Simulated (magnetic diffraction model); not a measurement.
**YbTiAg: what an assumed order does to the neutron pattern**

Space group Pnma (no. 62), a = 7.1060 Å, b = 4.5040 Å, c = 7.8990 Å.

| site | atom | x | y | z |
| --- | --- | --- | --- | --- |
| 4c | Yb | 0.5296 | 1/4 | 0.8337 |
| 4c | Ag | 0.2174 | 3/4 | 0.8690 |
| 4c | Ti | 0.8556 | 3/4 | 0.9397 |

This is a made-up structure (elements placed in a structure type, unrelaxed), so the numbers test the method and describe no known phase.

Only Yb is taken to order (form factors of Yb3+); orders and moment sizes are assumed, and not adapted to the symmetry. Radiation: neutrons of λ = 1.594 Å, 2° to 35°; isotropic B of 0.4 Å² (Yb), 0.45 Å² (Ag) and 0.5 Å² (Ti). Simulated constant-wavelength pattern: nuclear and magnetic terms add, the magnetic one as |2.695 fm × Σ f S⊥ exp(2πi Q·r) exp(−B s²)|², summed over all Q at one angle with the factor 1/(sin²θ cos θ). For a modulated order the moment at position r is S exp(−2πi k·r) + c.c., with S = m/2 for a sine wave of amplitude m and S = m(u + iv)/2 for moments turning in a plane, u and v being orthogonal unit vectors in it; the phase factor of the sum at Q = H + k is then exp(2πi H·r). Free-ion form factors, Sears's scattering lengths of 1992, no absorption; a label names one of the reflections at its angle. The strongest nuclear line in the range is 100, and lines under 0.2 are left out.

Assume the order k = (1/5 0 0), moments turning in the plane of [100] and [010], 2.59 μB on Yb; signs + at (0.5296, 1/4, 0.8337), + at (0.9704, 3/4, 0.3337), + at (0.0296, 1/4, 0.6663), + at (0.4704, 3/4, 0.1663).

Q: Where does magnetic intensity appear, and how strong is it?

```csv
2θ (°),index,nuclear,magnetic
2.57,(1/5 0 0),0.0,468.3
15.52,(4/5 0 1),0.0,9.4
17.35,(1 0 1),90.6,0.0
19.37,(6/5 0 1),0.0,5.2
23.28,(0 0 2),39.8,0.0
23.30,(9/5 0 0),0.0,4.6
23.43,(1/5 0 2),0.0,5.1
23.51,(0 1 1),55.6,0.0
23.65,(1/5 1 1),0.0,18.9
25.52,(4/5 0 2),0.0,0.4
25.93,(2 0 0),19.0,0.0
26.09,(9/5 0 1),0.0,1.0
26.70,(1 0 2),23.4,0.0
26.89,(1 1 1),83.8,0.0
28.08,(6/5 0 2),0.0,0.3
28.48,(2 0 1),30.6,0.0
28.57,(11/5 0 0),0.0,2.9
30.92,(11/5 0 1),0.0,0.6
31.14,(9/5 1 0),0.0,0.7
32.88,(4/5 1 2),0.0,10.8
33.17,(9/5 0 2),0.0,1.5
33.20,(2 1 0),0.7,0.0
33.33,(9/5 1 1),0.0,6.9
33.82,(1 1 2),100.0,0.0
34.95,(6/5 1 2),0.0,9.0
```

The strongest magnetic line in the range is (1/5 0 0) at 2.57° (468.3). On top of the Lorentz factor, which all lines share, magnetic lines fade with angle because f falls: for Yb3+ it is 0.97, 0.88, 0.76 and 0.51 at sin θ/λ = 0.1, 0.2, 0.3 and 0.5 Å⁻¹, while nuclear lengths stay constant. The order has no net moment.

[Logs are printed without paths, hosts, clocks, repeated set-up lines and the standing remarks that a program may print on its own settings, such as how far it seeks lower states.]
